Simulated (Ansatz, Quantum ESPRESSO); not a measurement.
# Work-function anisotropy of K, part 4 of 7

Wanted: work functions of K face by face, under two functionals.

Quantum ESPRESSO 7.5; plane-wave DFT, PBE, GBRV ultrasoft pseudopotentials; geometry and cross-check by Ansatz 0.2.0 with PAW datasets.

So far. Step 6 (Potential by pp.x of (110)): On (110) the work function under LDA lies +0.13 eV from PBE's. Step 7 (Relaxation with Ansatz of (100)):  Held were the atoms numbered 3; the forces quoted are those on the free ones.

## Step 8: SCF with pw.x of (100), PBE

Level of this step: plane-wave DFT, PBE, GBRV ultrasoft pseudopotentials (Quantum ESPRESSO 7.5).

File 100.pbe.in:

```
&control
  prefix = '100.pbe'
  outdir = './out'
  pseudo_dir = './pseudo'
  calculation = 'scf'
  tprnfor = .true.
/
&system
  ibrav = 0
  nat = 5
  ntyp = 1
  ecutwfc = 40
  ecutrho = 200
  occupations = 'smearing'
  smearing = 'mv'
  degauss = 0.02
/
&electrons
  conv_thr = 1e-07
  mixing_beta = 0.4
  electron_maxstep = 120
  mixing_mode = 'local-TF'
/
ATOMIC_SPECIES
  K   39.0983  k_pbe_v1.4.uspp.F.UPF
CELL_PARAMETERS angstrom
  5.23000000000000 0.00000000000000 0.00000000000000
  0.00000000000000 5.23000000000000 0.00000000000000
  0.00000000000000 0.00000000000000 26.46000000000000
ATOMIC_POSITIONS crystal
  K   0.000000000000 0.000000000000 0.295888402243
  K   0.500000000000 0.500000000000 0.398795738573
  K   0.000000000000 0.000000000000 0.500000000000
  K   0.500000000000 0.500000000000 0.601204204651
  K   -0.000000000000 0.000000000000 0.704111475667
K_POINTS automatic
  6 6 1 0 0 0
```

Run with:

```console
OMP_NUM_THREADS=1 mpirun -n 4 pw.x -nk 2 -in 100.pbe.in > 100.pbe.out
```

What it wrote:

```text
[banner, memory and clock lines left out]
Program PWSCF v.7.5 starts

          URL

     Message from routine setup:
     using ibrav=0 with symmetry is DISCOURAGED, use correct ibrav instead

     bravais-lattice index     =            0
     lattice parameter (alat)  =       9.8833  a.u.
     unit-cell volume          =    4884.1593 (a.u.)^3
     number of atoms/cell      =            5
     number of atomic types    =            1
     number of electrons       =        45.00
     number of Kohn-Sham states=           28
     kinetic-energy cutoff     =      40.0000  Ry
     charge density cutoff     =     200.0000  Ry
     scf convergence threshold =      1.0E-07
     mixing beta               =       0.4000
     number of iterations used =            8  local-TF  mixing
     Exchange-correlation=  SLA  PW   PBX  PBC
                           (   1   4   3   4   0   0   0)

     celldm(1)=   9.883268  celldm(2)=   0.000000  celldm(3)=   0.000000
     celldm(4)=   0.000000  celldm(5)=   0.000000  celldm(6)=   0.000000

     crystal axes: (cart. coord. in units of alat)
               a(1) = (   1.000000   0.000000   0.000000 )
               a(2) = (   0.000000   1.000000   0.000000 )
               a(3) = (   0.000000   0.000000   5.059273 )

     reciprocal axes: (cart. coord. in units 2 pi/alat)
               b(1) = (  1.000000  0.000000  0.000000 )
               b(2) = (  0.000000  1.000000  0.000000 )
               b(3) = (  0.000000  0.000000  0.197657 )

     PseudoPot. # 1 for K  read from file:
     ./pseudo/k_pbe_v1.4.uspp.F.UPF
     Pseudo is Ultrasoft + core correction, Zval =  9.0
     Generated by new atomic code, or converted to UPF format
     Using radial grid of  841 points,  6 beta functions with:
                l(1) =   0
                l(2) =   0
                l(3) =   1
                l(4) =   1
                l(5) =   2
                l(6) =   2
     Q(r) pseudized with  6 coefficients,  rinner =    1.500   1.500   1.500
                                                       1.500   1.500

     atomic species   valence    mass     pseudopotential
     K                 9.00    39.09830     K ( 1.00)

     16 Sym. Ops., with inversion, found

   Cartesian axes

     site n.     atom                  positions (alat units)
         1        K      tau(   1) = (   0.0000000   0.0000000   1.4969803  )
         2        K      tau(   2) = (   0.5000000   0.5000000   2.0176167  )
         3        K      tau(   3) = (   0.0000000   0.0000000   2.5296367  )
         4        K      tau(   4) = (   0.5000000   0.5000000   3.0416565  )
         5        K      tau(   5) = (   0.0000000   0.0000000   3.5622925  )

     number of k points=    10  Marzari-Vanderbilt smearing, width (Ry)=  0.0200
                       cart. coord. in units 2pi/alat
        k(    1) = (   0.0000000   0.0000000   0.0000000), wk =   0.0555556
        k(    2) = (   0.0000000   0.1666667   0.0000000), wk =   0.2222222
        k(    3) = (   0.0000000   0.3333333   0.0000000), wk =   0.2222222
        k(    4) = (   0.0000000  -0.5000000   0.0000000), wk =   0.1111111
        k(    5) = (   0.1666667   0.1666667   0.0000000), wk =   0.2222222
        k(    6) = (   0.1666667   0.3333333   0.0000000), wk =   0.4444444
        k(    7) = (   0.1666667  -0.5000000   0.0000000), wk =   0.2222222
        k(    8) = (   0.3333333   0.3333333   0.0000000), wk =   0.2222222
        k(    9) = (   0.3333333  -0.5000000   0.0000000), wk =   0.2222222
        k(   10) = (  -0.5000000  -0.5000000   0.0000000), wk =   0.0555556

     Dense  grid:   233349 G-vectors     FFT dimensions: (  45,  45, 225)

     Smooth grid:   166813 G-vectors     FFT dimensions: (  40,  40, 216)

     Initial potential from superposition of free atoms

     starting charge      42.4829, renormalised to      45.0000

     negative rho (up, down):  2.361E-04 0.000E+00
     Starting wfcs are   40 randomized atomic wfcs

     per-process dynamical memory:   104.0 Mb

     Self-consistent Calculation

     iteration #  1     ecut=    40.00 Ry     beta= 0.40
     Davidson diagonalization with overlap
     ethr =  1.00E-02,  avg # of iterations =  4.6

     negative rho (up, down):  6.219E-03 0.000E+00

     total energy              =    -285.17475845 Ry
     estimated scf accuracy    <       0.98048659 Ry

     iteration #  2     ecut=    40.00 Ry     beta= 0.40
     Davidson diagonalization with overlap
     ethr =  2.18E-03,  avg # of iterations =  1.1

     negative rho (up, down):  5.473E-02 0.000E+00

     total energy              =    -284.68009984 Ry
     estimated scf accuracy    <       0.67512509 Ry

     iteration #  3     ecut=    40.00 Ry     beta= 0.40
     Davidson diagonalization with overlap
     ethr =  1.50E-03,  avg # of iterations =  2.0

     negative rho (up, down):  6.954E-02 0.000E+00

     total energy              =    -285.17548971 Ry
     estimated scf accuracy    <       0.19617192 Ry

     iteration #  4     ecut=    40.00 Ry     beta= 0.40
     Davidson diagonalization with overlap
     ethr =  4.36E-04,  avg # of iterations =  7.8

     negative rho (up, down):  7.870E-02 0.000E+00

     total energy              =    -285.22701090 Ry
     estimated scf accuracy    <       0.73189631 Ry

     iteration #  5     ecut=    40.00 Ry     beta= 0.40
     Davidson diagonalization with overlap
     ethr =  4.36E-04,  avg # of iterations =  1.4

     negative rho (up, down):  1.130E-01 0.000E+00

     total energy              =    -284.76408614 Ry
     estimated scf accuracy    <       0.75535926 Ry

     iteration #  6     ecut=    40.00 Ry     beta= 0.40
     Davidson diagonalization with overlap
     ethr =  4.36E-04,  avg # of iterations =  4.7

     negative rho (up, down):  9.890E-02 0.000E+00

     total energy              =    -284.92987050 Ry
     estimated scf accuracy    <       0.33375006 Ry

     iteration #  7     ecut=    40.00 Ry     beta= 0.40
     Davidson diagonalization with overlap
     ethr =  4.36E-04,  avg # of iterations =  1.0

     negative rho (up, down):  9.381E-02 0.000E+00

     total energy              =    -284.92921806 Ry
     estimated scf accuracy    <       0.12212586 Ry

     iteration #  8     ecut=    40.00 Ry     beta= 0.40
     Davidson diagonalization with overlap
     ethr =  2.71E-04,  avg # of iterations =  1.0

     negative rho (up, down):  9.379E-02 0.000E+00

     total energy              =    -284.93104448 Ry
     estimated scf accuracy    <       0.07650053 Ry

     iteration #  9     ecut=    40.00 Ry     beta= 0.40
[...]
total energy              =    -284.91122130 Ry
     estimated scf accuracy    <       0.00116576 Ry

     iteration # 20     ecut=    40.00 Ry     beta= 0.40
     Davidson diagonalization with overlap
     ethr =  1.30E-06,  avg # of iterations =  3.3

     total energy              =    -284.91136369 Ry
     estimated scf accuracy    <       0.00027885 Ry

     iteration # 21     ecut=    40.00 Ry     beta= 0.40
     Davidson diagonalization with overlap
     ethr =  6.20E-07,  avg # of iterations =  3.0

     negative rho (up, down):  1.239E-08 0.000E+00

     total energy              =    -284.91141505 Ry
     estimated scf accuracy    <       0.00007884 Ry

     iteration # 22     ecut=    40.00 Ry     beta= 0.40
     Davidson diagonalization with overlap
     ethr =  1.75E-07,  avg # of iterations =  6.0

     negative rho (up, down):  1.879E-08 0.000E+00

     total energy              =    -284.91142992 Ry
     estimated scf accuracy    <       0.00001712 Ry

     iteration # 23     ecut=    40.00 Ry     beta= 0.40
     Davidson diagonalization with overlap
     ethr =  3.81E-08,  avg # of iterations =  3.4

     negative rho (up, down):  1.693E-07 0.000E+00

     total energy              =    -284.91143250 Ry
     estimated scf accuracy    <       0.00001606 Ry

     iteration # 24     ecut=    40.00 Ry     beta= 0.40
     Davidson diagonalization with overlap
     ethr =  3.57E-08,  avg # of iterations =  1.9

     negative rho (up, down):  1.503E-06 0.000E+00

     total energy              =    -284.91142872 Ry
     estimated scf accuracy    <       0.00001423 Ry

     iteration # 25     ecut=    40.00 Ry     beta= 0.40
     Davidson diagonalization with overlap
     ethr =  3.16E-08,  avg # of iterations =  2.0

     negative rho (up, down):  4.608E-05 0.000E+00

     total energy              =    -284.91143169 Ry
     estimated scf accuracy    <       0.00000259 Ry

     iteration # 26     ecut=    40.00 Ry     beta= 0.40
     Davidson diagonalization with overlap
     ethr =  5.76E-09,  avg # of iterations =  6.6

     negative rho (up, down):  1.150E-04 0.000E+00

     total energy              =    -284.91143265 Ry
     estimated scf accuracy    <       0.00000153 Ry

     iteration # 27     ecut=    40.00 Ry     beta= 0.40
     Davidson diagonalization with overlap
     ethr =  3.39E-09,  avg # of iterations =  2.6

     negative rho (up, down):  5.801E-05 0.000E+00

     total energy              =    -284.91143163 Ry
     estimated scf accuracy    <       0.00000151 Ry

     iteration # 28     ecut=    40.00 Ry     beta= 0.40
     Davidson diagonalization with overlap
     ethr =  3.37E-09,  avg # of iterations =  2.9

     negative rho (up, down):  1.224E-05 0.000E+00

     total energy              =    -284.91143154 Ry
     estimated scf accuracy    <       0.00000024 Ry

     iteration # 29     ecut=    40.00 Ry     beta= 0.40
     Davidson diagonalization with overlap
     ethr =  5.40E-10,  avg # of iterations =  5.0

     negative rho (up, down):  1.368E-05 0.000E+00

     total energy              =    -284.91143147 Ry
     estimated scf accuracy    <       0.00000017 Ry

     iteration # 30     ecut=    40.00 Ry     beta= 0.40
     Davidson diagonalization with overlap
     ethr =  3.77E-10,  avg # of iterations =  3.2

     negative rho (up, down):  1.135E-05 0.000E+00

     End of self-consistent calculation

          k = 0.0000 0.0000 0.0000 ( 20757 PWs)   bands (ev):

   -32.5898 -32.5898 -32.2606 -32.2594 -32.2532 -16.0734 -16.0733 -16.0450
   -16.0450 -16.0449 -16.0449 -15.7510 -15.7420 -15.7420 -15.7359 -15.7282
   -15.7282 -15.7145 -15.7079 -15.7079  -2.1247  -1.6710  -0.9693  -0.1507
     0.6242   1.4076   1.5709   2.3068

          k = 0.0000 0.1667 0.0000 ( 20820 PWs)   bands (ev):

   -32.5898 -32.5897 -32.2603 -32.2594 -32.2533 -16.0732 -16.0732 -16.0480
   -16.0479 -16.0448 -16.0447 -15.7523 -15.7484 -15.7399 -15.7338 -15.7310
   -15.7281 -15.7127 -15.7099 -15.7093  -1.9513  -1.5033  -0.8100  -0.0020
     0.7556   1.3149   1.5237   1.7313

          k = 0.0000 0.3333 0.0000 ( 20870 PWs)   bands (ev):

   -32.5897 -32.5896 -32.2596 -32.2592 -32.2538 -16.0731 -16.0729 -16.0538
   -16.0537 -16.0442 -16.0442 -15.7575 -15.7556 -15.7369 -15.7338 -15.7315
   -15.7278 -15.7153 -15.7116 -15.7099  -1.4459  -1.0154  -0.3490   0.3393
     0.4232   0.7210   1.1495   1.3091

          k = 0.0000-0.5000 0.0000 ( 20900 PWs)   bands (ev):

   -32.5896 -32.5896 -32.2593 -32.2592 -32.2540 -16.0729 -16.0728 -16.0565
   -16.0564 -16.0440 -16.0440 -15.7606 -15.7581 -15.7400 -15.7300 -15.7282
   -15.7279 -15.7207 -15.7119 -15.7095  -0.6630  -0.6437  -0.2755  -0.2264
     0.2674   0.5051   1.0662   1.1667

          k = 0.1667 0.1667 0.0000 ( 20842 PWs)   bands (ev):

   -32.5897 -32.5897 -32.2600 -32.2593 -32.2535 -16.0730 -16.0730 -16.0478
   -16.0477 -16.0476 -16.0475 -15.7525 -15.7466 -15.7464 -15.7322 -15.7308
   -15.7308 -15.7122 -15.7122 -15.7087  -1.7802  -1.3372  -0.6511   0.1461
     0.8809   1.3155   1.6341   1.6426

          k = 0.1667 0.3333 0.0000 ( 20869 PWs)   bands (ev):

   -32.5896 -32.5896 -32.2595 -32.2592 -32.2538 -16.0726 -16.0725 -16.0534
   -16.0534 -16.0471 -16.0470 -15.7549 -15.7544 -15.7445 -15.7331 -15.7319
   -15.7302 -15.7146 -15.7134 -15.7095  -1.2821  -0.8542  -0.1920   0.4755
     0.5723   0.8464   1.2619   1.4176

          k = 0.1667-0.5000 0.0000 ( 20880 PWs)   bands (ev):

   -32.5895 -32.5895 -32.2592 -32.2591 -32.2539 -16.0724 -16.0722 -16.0562
   -16.0561 -16.0469 -16.0468 -15.7575 -15.7571 -15.7459 -15.7313 -15.7306
   -15.7298 -15.7173 -15.7148 -15.7091  -0.5117  -0.4907  -0.1240  -0.0723
     0.4498   0.6073   1.1955   1.2818

          k = 0.3333 0.3333 0.0000 ( 20892 PWs)   bands (ev):

   -32.5895 -32.5894 -32.2592 -32.2590 -32.2538 -16.0719 -16.0718 -16.0529
   -16.0528 -16.0527 -16.0526 -15.7550 -15.7529 -15.7497 -15.7358 -15.7352
   -15.7303 -15.7185 -15.7124 -15.7106  -0.8067  -0.3882   0.2556   0.8587
     0.8591   0.9573   1.1368   1.3920

          k = 0.3333-0.5000 0.0000 ( 20886 PWs)   bands (ev):

   -32.5894 -32.5894 -32.2591 -32.2590 -32.2538 -16.0715 -16.0715 -16.0557
   -16.0556 -16.0525 -16.0524 -15.7580 -15.7552 -15.7480 -15.7356 -15.7344
   -15.7299 -15.7230 -15.7129 -15.7101  -0.0786  -0.0516   0.3026   0.3637
     0.9112   0.9532   1.4310   1.4432

          k =-0.5000-0.5000 0.0000 ( 20916 PWs)   bands (ev):

   -32.5894 -32.5893 -32.2590 -32.2589 -32.2538 -16.0712 -16.0712 -16.0554
   -16.0554 -16.0552 -16.0552 -15.7592 -15.7592 -15.7384 -15.7384 -15.7343
   -15.7322 -15.7299 -15.7113 -15.7113   0.4950   0.5555   0.6978   0.6979
     0.9023   0.9685   0.9685   1.0513

     the Fermi energy is    -0.1221 ev

!    total energy              =    -284.91143154 Ry
     estimated scf accuracy    <       0.00000006 Ry
     smearing contrib. (-TS)   =      -0.00206876 Ry
     internal energy E=F+TS    =    -284.90936278 Ry

     The total energy is F=E-TS. E is the sum of the following terms:
     one-electron contribution =    -729.97663072 Ry
     hartree contribution      =     363.43610695 Ry
     xc contribution           =     -44.77252782 Ry
     ewald contribution        =     126.40368880 Ry

     convergence has been achieved in  30 iterations

     negative rho (up, down):  1.135E-05 0.000E+00

     Forces acting on atoms (cartesian axes, Ry/au):

     atom    1 type  1   force =     0.00000000    0.00000000   -0.00040735
     atom    2 type  1   force =     0.00000000    0.00000000    0.00018412
     atom    3 type  1   force =     0.00000000    0.00000000    0.00000000
     atom    4 type  1   force =     0.00000000    0.00000000   -0.00018412
     atom    5 type  1   force =     0.00000000    0.00000000    0.00040735

     Total force =     0.000632     Total SCF correction =     0.000533
     SCF correction compared to forces is large: reduce conv_thr to get better values

     XML data file, charge density, pseudopotentials, collected wavefunctions

                                        0.00s GPU  (     849 calls)
```

It took 97 s on 4 MPI ranks of Arm Neoverse V2, shared host; peak memory 1.2 GiB.

This step gave:

| Quantity | Value |
| --- | --- |
| free energy | -3876.4175 eV |
| Fermi energy | -0.1221 eV |

## Step 9: Potential by pp.x of (100)

File 100.pbe.pot.in:

```
&inputpp
  prefix = '100.pbe'
  outdir = './out'
  filplot = '100.pbe.pot.dat'
  plot_num = 11
/
```

Run with:

```console
OMP_NUM_THREADS=1 mpirun -n 4 pp.x -in 100.pbe.pot.in > 100.pbe.pot.out
```

What it wrote:

```text
[banner, memory and clock lines left out]
Program POST-PROC v.7.5 starts

          URL

     ./out/100.pbe.save/

     IMPORTANT: XC functional enforced from input :
     Exchange-correlation= PBE
                           (   1   4   3   4   0   0   0)
     Any further DFT definition will be discarded
     Please, verify this is what you really want

     negative rho (up, down):  1.135E-05 0.000E+00

     Calling punch_plot, plot_num =  11
     Writing data to file  100.pbe.pot.dat
     Message from routine chdens:
     namelist plot not found or invalid, exiting
```

Wall time 1.2 s (4 MPI ranks); peak memory 0.21 GiB; 4.1 s of CPU time.

This step gave:

* work function of the upper face: 2.205 eV
* slope of the potential above: 0.003999 eV/Å
* upper vacuum line continued to the top atoms, over the Fermi level: 2.184 eV
* work function of the lower face: 2.205 eV
* slope of the potential below: -0.002850 eV/Å
* lower vacuum line continued to the bottom atoms, over the Fermi level: 2.190 eV

Electrostatic potential energy of an electron; zero at the Fermi level. Table of potential energy, planar mean by z:

```csv
z (Å),"potential energy, planar mean (eV)"
0.0,2.21
0.5,2.21
1.0,2.21
1.5,2.21
2.0,2.21
2.5,2.21
3.0,2.20
3.5,2.20
4.0,2.19
4.5,2.16
5.0,2.11
5.5,2.00
6.0,1.78
6.5,1.34
7.0,0.287
7.5,-3.23
8.0,-4.40
8.5,-0.418
9.0,0.972
9.5,0.878
10.0,-1.11
10.5,-4.68
11.0,-2.05
11.5,0.608
12.0,0.963
12.5,-0.0428
13.0,-3.81
13.5,-3.52
14.0,0.147
14.5,0.972
15.0,0.515
15.5,-2.40
16.0,-4.61
16.5,-0.827
17.0,0.925
17.5,0.934
18.0,-0.649
18.5,-4.56
19.0,-2.87
19.5,0.429
20.0,1.39
20.5,1.80
21.0,2.01
21.5,2.11
22.0,2.16
22.5,2.19
23.0,2.20
23.5,2.20
24.0,2.21
24.5,2.21
25.0,2.21
25.5,2.21
26.0,2.21
```

(Part 4 of 7 ends here.)

[Logs are printed without paths, hosts, clocks, repeated set-up lines and the standing remarks that a program may print on its own settings, such as how far it seeks lower states.]

[Hosts, paths, dates, database ids (printed as entryN), source tags and the programs' standing remarks are cut or masked in the printed files.]

[Maps of the electrostatic potential energy from Ansatz leave out the sawtooth potential of an applied field or a dipole correction, so their vacuum need not be flat; planar profiles and work functions include it.]
